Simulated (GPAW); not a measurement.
Consider YTe (Fm-3m).

```
Te Y
1.0
     0.00000    3.04000    3.04000
     3.04000    0.00000    3.04000
     3.04000    3.04000    0.00000
Te Y
1 1
Direct
  0.00000 0.00000 0.00000
  0.50000 0.50000 0.50000
```

Absorber: atom 1, with 6 Y at 3.04 Å (octahedral, site symmetry m-3m). Method: GPAW, LDA, excited-electron core hole (neutral cell), 8-atom cell with 6.1 Å between holes, 4×4×4 k points, dipole transitions, Gaussian full width 9.89 eV.

The database entry behind the starting cell differs from later determinations by our own check (0.1 to 0.3 % short, probably kX units), so it need not match the best structure at ambient conditions.

Question: Where do the maxima of the Te K edge fall?

Main maxima up to 26 eV above the zero (height): 6.4 eV (1.17) and 22.6 eV (1.10). A K edge sees empty p states on the absorber. 

The Te K spectrum (energy from the lowest empty level; intensity scaled to a mean of 1 over the first 20 eV):

| E (eV) | intensity |
| --- | --- |
| -2.0 | 0.37 |
| -1.4 | 0.44 |
| -0.8 | 0.51 |
| -0.2 | 0.59 |
| 0.4 | 0.67 |
| 1.0 | 0.75 |
| 1.6 | 0.83 |
| 2.2 | 0.91 |
| 2.8 | 0.97 |
| 3.4 | 1.03 |
| 4.0 | 1.08 |
| 4.6 | 1.12 |
| 5.2 | 1.15 |
| 5.8 | 1.17 |
| 6.4 | 1.17 |
| 7.0 | 1.16 |
| 7.6 | 1.15 |
| 8.2 | 1.13 |
| 8.8 | 1.10 |
| 9.4 | 1.07 |
| 10.0 | 1.04 |
| 10.6 | 1.01 |
| 11.2 | 0.98 |
| 11.8 | 0.96 |
| 12.4 | 0.94 |
| 13.0 | 0.93 |
| 13.6 | 0.92 |
| 14.2 | 0.92 |
| 14.8 | 0.92 |
| 15.4 | 0.93 |
| 16.0 | 0.94 |
| 16.6 | 0.96 |
| 17.2 | 0.98 |
| 17.8 | 1.00 |
| 18.4 | 1.01 |
| 19.0 | 1.03 |
| 19.6 | 1.05 |
| 20.2 | 1.07 |
| 20.8 | 1.08 |
| 21.4 | 1.09 |
| 22.0 | 1.10 |
| 22.6 | 1.10 |
| 23.2 | 1.09 |
| 23.8 | 1.09 |
| 24.4 | 1.08 |
| 25.0 | 1.07 |
| 25.6 | 1.05 |
| 26.2 | 1.04 |
| 26.8 | 1.03 |
| 27.4 | 1.01 |
| 28.0 | 0.99 |
| 28.6 | 0.98 |
| 29.2 | 0.96 |
| 29.8 | 0.95 |
| 30.4 | 0.93 |
| 31.0 | 0.91 |
| 31.6 | 0.89 |

The script folds with a Gaussian, whereas the core hole's own line is a Lorentzian, so the onset is too steep and the first peak too high. The primitive cell holds an odd number of electrons, so a spin-paired run has to come out metallic; that is right for a metal, but some such compounds are magnetic or distorted insulators. The holes are only 6.1 Å apart, so the shape is probably not converged with cell size; no larger cell was run here. Lifetime broadening is put in by hand, and intensities beyond about 20 eV depend on it and on the partial waves. The structure is a published determination, not relaxed.

[Banner, clock and machine lines of the logs are left out without a mark of their own.]

[Logs are printed without paths, hosts, clocks, repeated set-up lines and the standing remarks that a program may print on its own settings, such as how far it seeks lower states.]

[Hosts, paths, dates, database ids (printed as entryN), source tags and the programs' standing remarks are cut or masked in the printed files.]

[Lists of maxima count a maximum above −3 eV only where it reaches 4 % of the highest in the window and stands out from its surroundings by 2 % of it (1.5 % where it reaches 55 %); shoulders and weaker maxima are passed over, and of the rest the first, up to two pre-edge ones and the few strongest are named.]
